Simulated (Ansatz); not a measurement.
# Squeezing and shearing a frame of amorphous poly(vinylidene fluoride) (as short chains C8F6H12) from 500 K (78 atoms), part 3 of 4

Aim: relax a frame of amorphous poly(vinylidene fluoride) (as short chains C8F6H12) from 500 K (78 atoms), then change its volume and shape to read moduli from the stress.

Ansatz 0.2.0; Kohn-Sham DFT, PBE+D4, PAW (set soft_2), plane waves.

The cell: 24 C, 18 F and 36 H. The network of contacts between molecules at the start is that of the classical potential that made the cell. Only the Γ point is sampled.

So far. Step 2 (Single point at the start): The r.m.s. force at the start is 1.0 eV/Å. Step 3 (Cell and atoms relaxed): The relaxation converged after 51 steps, with a largest force component of 0.013 eV/Å.

### 4. Single point at the relaxed geometry

The electronic structure is read at the final geometry, in a run of its own.

input.yaml reads:

```yaml
crystal:
  lattice:
    - [9.49369, 0.01687, -0.70395]
    - [0.01687, 9.20934, -0.77061]
    - [-0.70395, -0.77061, 9.45534]
  atoms:
    - { symbol: C, position: [0.28659, 0.44822, 0.13946] }
    - { symbol: C, position: [0.16589, 0.3681, 0.18493] }
    - { symbol: C, position: [0.18628, 0.20393, 0.17242] }
    - { symbol: F, position: [0.19235, 0.14473, 0.02861] }
    - { symbol: F, position: [0.31884, 0.17541, 0.24563] }
    - { symbol: C, position: [0.07382, 0.11266, 0.21866] }
    [... 66 atom lines left out ...]
    - { symbol: H, position: [0.48492, 0.93163, 0.10039] }
    - { symbol: H, position: [0.80926, 0.81749, 0.07502] }
    - { symbol: H, position: [0.70669, 0.81269, 0.21538] }
    - { symbol: H, position: [0.79091, 0.41607, 0.23556] }
    - { symbol: H, position: [0.6251, 0.46511, 0.14147] }
    - { symbol: H, position: [0.69253, 0.56581, 0.31343] }
kpoints:
  mp_grid: { grid: [1, 1, 1] }
hamiltonian:
  xc: pbe
  dispersion: d4
scf:
  occupations: { method: fermi_dirac, width: 0.05 }
output:
  forces: true
  stress: true
  populations: true
  dos:
    method: { smearing: { sigma: 0.15 } }
    de: 0.1
    projected: { site_lists: { C: [C], F: [F], H: [H] } }
  eigenvalues: true
  write_density: true
  write_potential: true
  volumetric_format: npy
```

The run is started by

```sh
$ ansatz run input.yaml --threads 4 --pin off --max-ram 8192MiB --backend cpu --events-out ev --progress --plain --runs-dir out
```

Numbers of over 12 decimals in the logs are rounded to 6 here.

The log of the run:

```text
[...]
Crystal: 78 atoms, lattice volume = 816.500 Å³
Basis set: ecut = 420 eV, 15939 PW (Γ), exchange–correlation on 128×128×128 points (8 copies of the dense FFT grid, shifted against one another)
Bands: 207, of which v1, the nominal top of the filled ones, is band 129 counted from 1 (128 counted from 0)
Symmetry: 1 space group operations
[...]
k-points: 1
[...]
SCF iter   1: F=—  HF=-21149.676817 eV  |F-HF|=—  |Δ(HF+E_count)|=         —  Δρ=4.83e-3  dr2=3.36e-1  ethr=1.77e-3  ⟨swp⟩=6.0  Hψ=920  notcnv=0  defer=4
[...]
SCF iter   9: F=-21149.576777 eV  HF=-21149.576777 eV  |F-HF|=4.09e-8  |Δ(HF+E_count)|=   2.50e-7  Δρ=1.69e-6  dr2=2.66e-8  ethr=3.88e-11  ⟨swp⟩=15.0  Hψ=1780  notcnv=0
SCF 1 converged in 9 iterations: F = -21149.576777 eV  dr2 = 2.66e-8
[...]
WARN: The input density's exchange-correlation potential varies sharply where the density is thin. Do not read a vacuum level from v_tot or v_xc, or from such a field of the output density. On a cell that repeats whose density bears no net charge and no dipole along the vacuum's axis use v_es (v_loc + v_h of the components); [...]
SCF converged after 9 iterations
Free energy (F): -21149.576777 eV
[...]
Internal energy: -21149.576777 eV  (E = F + TS)
E sigma→0 (E₀):  -21149.576777 eV
Fermi energy:    1.260296 eV
[...]
--- Forces (eV/Å), atoms counted from 1 ---
  atom   1  C     -0.00750586    -0.00843092     0.00147826
  atom   2  C      0.00570650    -0.00664660    -0.00450987
  atom   3  C      0.00354722     0.00695726    -0.00216617
  atom   4  F      0.00124330    -0.00026490    -0.00160624
  atom   5  F     -0.00263900    -0.00028513     0.00084583
  atom   6  C      0.00244683     0.00289863     0.00413891
  atom   7  C     -0.00607492     0.00591279    -0.00392114
  atom   8  F      0.00350591    -0.00176031     0.00157911
  atom   9  F      0.00068201    -0.00027309     0.00070349
  atom  10  C      0.00121832    -0.00334526     0.00152699
  atom  11  C     -0.00045325    -0.00299974    -0.00156003
  atom  12  F     -0.00149762    -0.00013979     0.00096553
  atom  13  F     -0.00093097     0.00138454     0.00045210
  atom  14  C      0.00075707     0.00138889     0.00065628
[...]
atom  77  H     -0.00046241     0.00063711     0.00154370
  atom  78  H      0.00142926     0.00116271     0.00186942
  max |Σ_I F_I| component: 1.40e-4 eV/Å
--- Stress (GPa, compression-positive) ---
        0.004428       0.012883       0.004015
        0.012882      -0.003809      -0.020159
        0.004015      -0.020158       0.007462
  P = ⅓ Tr σ = 0.0027 GPa (0.027 kbar)
--- Band table (eV) ---
[...]
--- Löwdin populations: 78 sites ---
  site symbol       q [e]
     0      C      4.4575
     1      C      4.2879
     2      C      3.3733
[...]
77      H      0.7855
  spilling = 0.010327 (of n_electrons = 258.000000)
```

It took 6.4 s on 4 threads of Intel Xeon Platinum 8175M at 2.50GHz (Skylake/Cascade Lake), shared host; peak memory 0.91 GiB; 23 s of CPU time.

The program notes that the exchange-correlation potential is rough where the density is thin.

The run gave:

```
free energy                                      : -21149.5768 eV
free energy per atom                             : -271.1484 eV/atom
SCF cycles                                       : 9
pressure                                         : 0.002694 GPa
r.m.s. force component                           : 0.00336 eV/Å
longest force                                    : 0.01737 eV/Å
Fermi energy                                     : 1.26 eV
gap (highest filled to lowest empty level) : 6.697 eV
spilling of the projection                       : 0.01033
```

Löwdin charges by element (they lack the spilled electrons, 0.034 e an atom on average):

```csv
element,coordination,atoms,mean charge (e),spread,least,most
C,all,24,-3.0e-4,0.490,-0.481,0.637
F,all,18,-0.274,0.0081,-0.294,-0.260
H,all,36,0.211,0.0139,0.177,0.233
```

Density of states as counts of states in windows of 1 eV (from the Fermi level), total and the larger projections:

```csv
from (eV),to (eV),total,F p,C p,H s,C s
-18,-17,0.0,0.0,0.0,0.0,0.0
-17,-16,6.1,0.4,0.9,0.7,3.4
-16,-15,7.5,0.5,1.4,1.1,4.0
-15,-14,7.0,0.4,1.5,1.3,3.6
-14,-13,3.4,0.2,0.8,0.7,1.6
-13,-12,6.1,1.3,1.4,0.8,2.1
-12,-11,9.2,3.0,1.9,1.3,2.2
-11,-10,8.8,3.3,1.9,1.2,1.6
-10,-9,21.7,11.8,7.4,0.7,0.2
-9,-8,15.3,6.3,6.6,1.4,0.6
-8,-7,17.4,7.7,6.5,2.2,0.8
-7,-6,21.0,8.7,8.0,3.9,0.1
-6,-5,46.6,28.6,11.7,5.4,0.4
-5,-4,35.4,18.4,11.1,5.3,0.3
-4,-3,16.7,6.4,7.6,2.3,0.2
-3,3,0.0,0.0,0.0,0.0,0.0
3,4,2.0,0.0,0.3,0.9,0.3
4,5,13.8,0.9,4.0,4.0,0.9
```

Between -26 and -18 eV lie 18 more states.

The stored curve holds about 240 of the 258 electrons; the rest, give or take the few that broadening carries across the Fermi level, lie in deeper levels below its range.

The levels nearest the highest filled one (over half full), pooled over k-points and spins:

```csv
level less the highest filled one (eV),occupation
-0.472,2
-0.409,2
-0.319,2
-0.0606,2
-0.0359,2
0,2
6.70,0
7.63,0
7.68,0
7.86,0
7.98,0
8.11,0
```

Valence density in the ab plane at fractional z = 0.215, with atoms of C and H and F within 0.2 Å of it. It is the smooth field of the valence electrons, not physical close to the nuclei.

Ten steps, logarithmic in the rise over the least value, from '_' (0.00 × 1e0 e/Å³) to '@' (9.16 × 1e0 e/Å³), each cell a mean:
```
..::====--..__________________________________________
__........____________________________________________
______________....________________....::::..__________
____________........______________::==++==::..________
____________..::::..______________::++**++--..________
____________........______________..--====--::..::::..
::________________________________..::------::==++**==
--..________________________________..::----==**%%@@##
==..__________....________________....::--====**@@@@%%
--..________..::::..____________..::--==++++==++####**
..________..::----::....________::--++****++==------::
______....::----==----::..____..::==******++--::....__
__....::----======++++==::____..::==++****++==::______
__..--==++++++====++**==::______..::====++**==::______
__::==++****++==----==--..________..::--====--..______
__..--++****==--::......______________....::..________
__..::==++++==::......________________________________
__..::--++++++====--::..______________________________
::::--==++++++**####==::____________________________..
==++++++**++**##@@@@**::__________________________..::
++******++====**%%##++::__________________________::--
++******==--::--++==::..__________________________::--
==++****==::..........____________________________..::
::==++**==..________________________________________..
```
Columns run along a (9.5 Å), rows up along b (9.2 Å). Atoms in or near the plane, at fractional coordinates: C at (0.07, 0.11), H at (0.39, 0.44), H at (0.11, 0.00), F at (0.93, 0.65), C at (0.72, 0.51), H at (0.71, 0.81), H at (0.79, 0.42).

Electrostatic potential energy in the ab plane at fractional z = 0.215, with atoms of C and H and F within 0.2 Å of it. With pseudopotentials it is smooth inside the atoms' cores, unlike the true potential.

Ten even steps from '0' (-43 eV) to '9' (6 eV), each cell a mean:
```
996479999999999999999999999
999999999999999999999999999
999999999999999999999999999
999999999999999999647999999
999999999999999999416899999
999999999999999999878899999
999999999999999999998888668
999999999999999999998775103
999999999999999999988654002
999999999999999999877666436
999999999999999998412688999
999999988899999997100489999
999988876746999998311589999
999744777614899999865269999
998400588878999999997479999
998401689999999999999999999
999766789999999999999999999
999854588999999999999999999
988720243489999999999999999
754531310169999999999999999
500167741389999999999999998
400178998899999999999999998
742589999999999999999999999
984069999999999999999999999
```
Columns run along a (9.5 Å; values clipped at the 3rd and 97th percentile), rows up along b (9.2 Å). Atoms in or near the plane, at fractional coordinates: C at (0.07, 0.11), H at (0.39, 0.44), H at (0.11, 0.00), F at (0.93, 0.65), C at (0.72, 0.51), H at (0.71, 0.81), H at (0.79, 0.42).

Filled and empty levels are parted by 6.70 eV (at Γ alone); a semilocal functional tends to put such gaps too low. In a disordered cell it changes from sample to sample, and tail or defect levels can set it. Mean Löwdin charges: C -0.00, F -0.27, H +0.21 e (they miss 1.0 % of the electrons, so they add up to more than the cell's charge).

### 5. Volume -3 %

The relaxed cell is scaled evenly and the atoms are relaxed again; the stress at the end gives one point of P(V).

input.yaml, the sections that differ from step 4:

```yaml
crystal:
  lattice:
    - [9.39779, 0.0167, -0.69684]
    - [0.0167, 9.11631, -0.76283]
    - [-0.69684, -0.76283, 9.35982]
  atoms:
    [... the 78 atom lines of step 4 ...]
output:
  forces: true
  eigenvalues: true
  stress: true
relax:
  f_tol: 0.05
  max_steps: 70
# kpoints, hamiltonian, scf: as in step 4
```

The log of the run:

```text
Warning: output.stress: scf.convergence.dr2_threshold = 1e-7 eV (the SCF's general default) is looser than the 7.8e-9 eV advised for a printed stress (1e-10 eV for each atom of the cell: 78). What an SCF threshold leaves in a stress goes as its square root, and in the free energy as the threshold itself, and one threshold admits the most on a small cell: [...]
[...]
Crystal: 78 atoms, lattice volume = 792.005 Å³
Basis set: ecut = 420 eV, 15469 PW (Γ), exchange–correlation on 128×128×128 points (8 copies of the dense FFT grid, shifted against one another)
Bands: 207, of which v1, the nominal top of the filled ones, is band 129 counted from 1 (128 counted from 0)
Symmetry: 1 space group operations
[...]
k-points: 1
[...]
SCF iter   1: F=—  HF=-21149.449344 eV  |F-HF|=—  |Δ(HF+E_count)|=         —  Δρ=5.03e-3  dr2=3.52e-1  ethr=1.77e-3  ⟨swp⟩=6.0  Hψ=921  notcnv=0  defer=5
[...]
SCF iter   6: F=-21149.343688 eV  HF=-21149.343697 eV  |F-HF|=9.16e-6  |Δ(HF+E_count)|=   1.03e-5  Δρ=4.38e-5  dr2=1.41e-5  ethr=2.42e-8  ⟨swp⟩=11.0  Hψ=1215  notcnv=0
SCF 1 converged in 6 iterations: F = -21149.343688 eV  dr2 = 1.41e-5
[...]
relax step   1: F+E_penalty+E_count = -21149.34368766 eV  Δ(F+E_penalty+E_count) = +0.000e0 eV  max|allowed force component| = 5.455e-1 eV/Å  Δτ_max = 0.0000 Å  (6 SCF iters, dr2 threshold 6.25e-5 eV, accepted)
[...]
relax step   2: F+E_penalty+E_count = -21149.53493336 eV  Δ(F+E_penalty+E_count) = -1.912e-1 eV  max|allowed force component| = 2.344e-1 eV/Å  Δτ_max = 0.0357 Å  (6 SCF iters, dr2 threshold 1.86e-5 eV, accepted)
[...]
relax step   3: F+E_penalty+E_count = -21149.56468641 eV  Δ(F+E_penalty+E_count) = -2.975e-2 eV  max|allowed force component| = 4.496e-2 eV/Å  Δτ_max = 0.0352 Å  (6 SCF iters, dr2 threshold 3.43e-6 eV, accepted)
[...]
relax step   4: F+E_penalty+E_count = -21149.56468655 eV  Δ(F+E_penalty+E_count) = -1.363e-7 eV  max|allowed force component| = 4.506e-2 eV/Å  Δτ_max = 0.0000 Å  (3 SCF iters, accepted)
SCF converged after 3 iterations
Free energy (F): -21149.564687 eV
[...]
Internal energy: -21149.564687 eV  (E = F + TS)
E sigma→0 (E₀):  -21149.564687 eV
Fermi energy:    1.471212 eV
[...]
--- Forces (eV/Å), atoms counted from 1 ---
  atom   1  C      0.01257880     0.01281936    -0.00449705
  atom   2  C      0.00122258     0.00321993     0.00603805
  atom   3  C     -0.04497728     0.01277513     0.01572841
  atom   4  F      0.00895644    -0.00398981    -0.02716481
  atom   5  F      0.02023596    -0.00158517     0.00206569
  atom   6  C      0.01787093    -0.00415983    -0.00806465
  atom   7  C     -0.02164965    -0.03627992    -0.02243438
  atom   8  F     -0.00368103     0.01404930     0.00458688
  atom   9  F      0.00389521     0.00771194     0.00657791
  atom  10  C     -0.00331890     0.00100869     0.00879652
  atom  11  C      0.03664098    -0.00435161    -0.00290883
  atom  12  F     -0.01954275    -0.02101416     0.00974428
  atom  13  F     -0.01721693     0.01802325    -0.00511947
  atom  14  C      0.00208895     0.00581847     0.00869799
[...]
atom  77  H      0.00685817     0.00669178    -0.00225226
  atom  78  H      0.00361295     0.00332959    -0.00261740
  max |Σ_I F_I| component: 2.04e-4 eV/Å
--- Stress (GPa, compression-positive) ---
        0.238121       0.033800      -0.010222
        0.033800       0.191877      -0.071821
       -0.010221      -0.071821       0.210724
  P = ⅓ Tr σ = 0.2136 GPa (2.136 kbar)
--- Band table (eV) ---
[...]
--- Relaxed structure (4 steps of the walk, 4 accepted, 0 SCFs on fresh bases) ---
  F+E_penalty+E_count = -21149.56468655 eV   max|allowed force component| = 4.506e-2 eV/Å
  atoms:
    - { symbol: C, position: [0.289582, 0.449547, 0.139050] }
    - { symbol: C, position: [0.167412, 0.368271, 0.183777] }
    - { symbol: C, position: [0.188209, 0.202551, 0.170905] }
    - { symbol: F, position: [0.194241, 0.142801, 0.025715] }
[...]
- { symbol: H, position: [0.693410, 0.562698, 0.315370] }
```

Wall time 21 s (4 threads); peak memory 0.9 GiB.

The program notes that the SCF threshold is loose for the stress.

The relaxation converged after 4 steps, 0.221 eV below its start, with a largest force component of 0.045 eV/Å.

Volume -3 %: the energy stands 0.0121 eV above that of the reference, at a pressure of 0.214 GPa.

### 6. Volume +3 %

The relaxed cell is scaled to another volume.

Input and log are left out; they have the form of those shown for this kind of step.

The job ended after 21 s (4 threads of Intel Xeon Platinum 8175M at 2.50GHz (Skylake/Cascade Lake), shared host; peak memory 0.96 GiB).

The relaxation converged after 4 steps, 0.203 eV below its start, with a largest force component of 0.045 eV/Å.

Volume +3 %: the energy stands 0.00763 eV above that of the reference, at a pressure of -0.117 GPa.

### 7. Volume -6 %

The relaxed cell is scaled to another volume.

input.yaml, the sections that differ from step 5:

```yaml
crystal:
  lattice:
    - [9.29989, 0.01653, -0.68958]
    - [0.01653, 9.02134, -0.75488]
    - [-0.68958, -0.75488, 9.26232]
  atoms:
    [... the 78 atom lines of step 4 ...]
# kpoints, hamiltonian, scf, output, relax: as in step 5
```

The log of the run:

```text
[...]
Crystal: 78 atoms, lattice volume = 767.511 Å³
Basis set: ecut = 420 eV, 15015 PW (Γ), exchange–correlation on 128×128×128 points (8 copies of the dense FFT grid, shifted against one another)
Bands: 207, of which v1, the nominal top of the filled ones, is band 129 counted from 1 (128 counted from 0)
Symmetry: 1 space group operations
[...]
k-points: 1
[...]
SCF iter   1: F=—  HF=-21148.712675 eV  |F-HF|=—  |Δ(HF+E_count)|=         —  Δρ=5.27e-3  dr2=3.74e-1  ethr=1.77e-3  ⟨swp⟩=6.0  Hψ=923  notcnv=0  defer=6
[...]
SCF iter   5: F=—  HF=-21148.597676 eV  |F-HF|=—  |Δ(HF+E_count)|=   2.68e-4  Δρ=1.47e-4  dr2=1.62e-4  ethr=7.09e-7  ⟨swp⟩=2.0  Hψ=249  notcnv=0  defer=69
SCF iter   6: F=-21148.597680 eV  HF=-21148.597689 eV  |F-HF|=9.33e-6  |Δ(HF+E_count)|=   1.29e-5  Δρ=4.57e-5  dr2=1.43e-5  ethr=2.42e-8  ⟨swp⟩=12.0  Hψ=1311  notcnv=0
SCF 1 converged in 6 iterations: F = -21148.597680 eV  dr2 = 1.43e-5
[...]
relax step   1: F+E_penalty+E_count = -21148.59767986 eV  Δ(F+E_penalty+E_count) = +0.000e0 eV  max|allowed force component| = 1.155e0 eV/Å  Δτ_max = 0.0000 Å  (6 SCF iters, dr2 threshold 6.25e-5 eV, accepted)
[...]
relax step   2: F+E_penalty+E_count = -21149.39672237 eV  Δ(F+E_penalty+E_count) = -7.990e-1 eV  max|allowed force component| = 4.839e-1 eV/Å  Δτ_max = 0.0735 Å  (6 SCF iters, dr2 threshold 8.34e-5 eV, accepted)
[...]
relax step   3: F+E_penalty+E_count = -21149.52060995 eV  Δ(F+E_penalty+E_count) = -1.239e-1 eV  max|allowed force component| = 9.514e-2 eV/Å  Δτ_max = 0.0735 Å  (6 SCF iters, dr2 threshold 1.46e-5 eV, accepted)
[...]
relax step   4: F+E_penalty+E_count = -21149.52340087 eV  Δ(F+E_penalty+E_count) = -2.791e-3 eV  max|allowed force component| = 2.631e-2 eV/Å  Δτ_max = 0.0301 Å  (8 SCF iters, accepted)
SCF converged after 8 iterations
Free energy (F): -21149.523401 eV
[...]
Internal energy: -21149.523401 eV  (E = F + TS)
E sigma→0 (E₀):  -21149.523401 eV
Fermi energy:    1.692019 eV
[...]
Σ components = -21149.523401   (vs F -21149.523401, Δ=0.00e0)
--- Forces (eV/Å), atoms counted from 1 ---
  atom   1  C      0.01321014     0.00151033     0.00100817
  atom   2  C     -0.00852799    -0.00647016     0.00635137
  atom   3  C     -0.00921868     0.02630390     0.01324718
  atom   4  F     -0.00563681    -0.00731083    -0.00228816
[...]
atom  78  H      0.00377703    -0.00361018    -0.00689312
  max |Σ_I F_I| component: 1.71e-4 eV/Å
--- Stress (GPa, compression-positive) ---
        0.440372       0.044139      -0.032087
        0.044139       0.338631      -0.061283
       -0.032086      -0.061282       0.378654
  P = ⅓ Tr σ = 0.3859 GPa (3.859 kbar)
--- Band table (eV) ---
[...]
--- Relaxed structure (4 steps of the walk, 4 accepted, 0 SCFs on fresh bases) ---
  F+E_penalty+E_count = -21149.52340087 eV   max|allowed force component| = 2.631e-2 eV/Å
  atoms:
    - { symbol: C, position: [0.291973, 0.451755, 0.137979] }
    - { symbol: C, position: [0.168023, 0.369392, 0.181775] }
    - { symbol: C, position: [0.188828, 0.201984, 0.168342] }
    - { symbol: F, position: [0.194495, 0.141786, 0.021425] }
[...]
- { symbol: H, position: [0.693598, 0.559163, 0.316286] }
```

Run time: 24 s. Hardware: 4 threads; peak memory 0.89 GiB; 87 s of CPU time.

The relaxation converged after 4 steps, 0.926 eV below its start, with a largest force component of 0.026 eV/Å.

Volume -6 %: the energy stands 0.0534 eV above that of the reference, at a pressure of 0.386 GPa.

### 8. Volume +6 %

The relaxed cell is scaled to another volume.

Input and log are left out; they have the form of those shown for this kind of step.

The job ended after 24 s (4 threads of Intel Xeon Platinum 8175M at 2.50GHz (Skylake/Cascade Lake), shared host; peak memory 0.98 GiB; 84 s of CPU time).

The relaxation converged after 4 steps, 0.779 eV below its start, with a largest force component of 0.023 eV/Å.

Volume +6 %: the energy stands 0.0308 eV above that of the reference, at a pressure of -0.204 GPa.

### 9. Volume -10 %

The relaxed cell is scaled to another volume.

Input and log are left out; they have the form of those shown for this kind of step.

The job ended after 22 s (4 threads of Intel Xeon Platinum 8175M at 2.50GHz (Skylake/Cascade Lake), shared host; peak memory 0.87 GiB; 81 s of CPU time).

The relaxation converged after 4 steps, 2.73 eV below its start, with a largest force component of 0.048 eV/Å.

Volume -10 %: the energy stands 0.192 eV above that of the reference, at a pressure of 0.769 GPa.

(Continued in part 4 of 4.)

[Logs are printed without paths, hosts, clocks, repeated set-up lines and the standing remarks that a program may print on its own settings, such as how far it seeks lower states.]

[Hosts, paths, dates, database ids (printed as entryN), source tags and the programs' standing remarks are cut or masked in the printed files.]
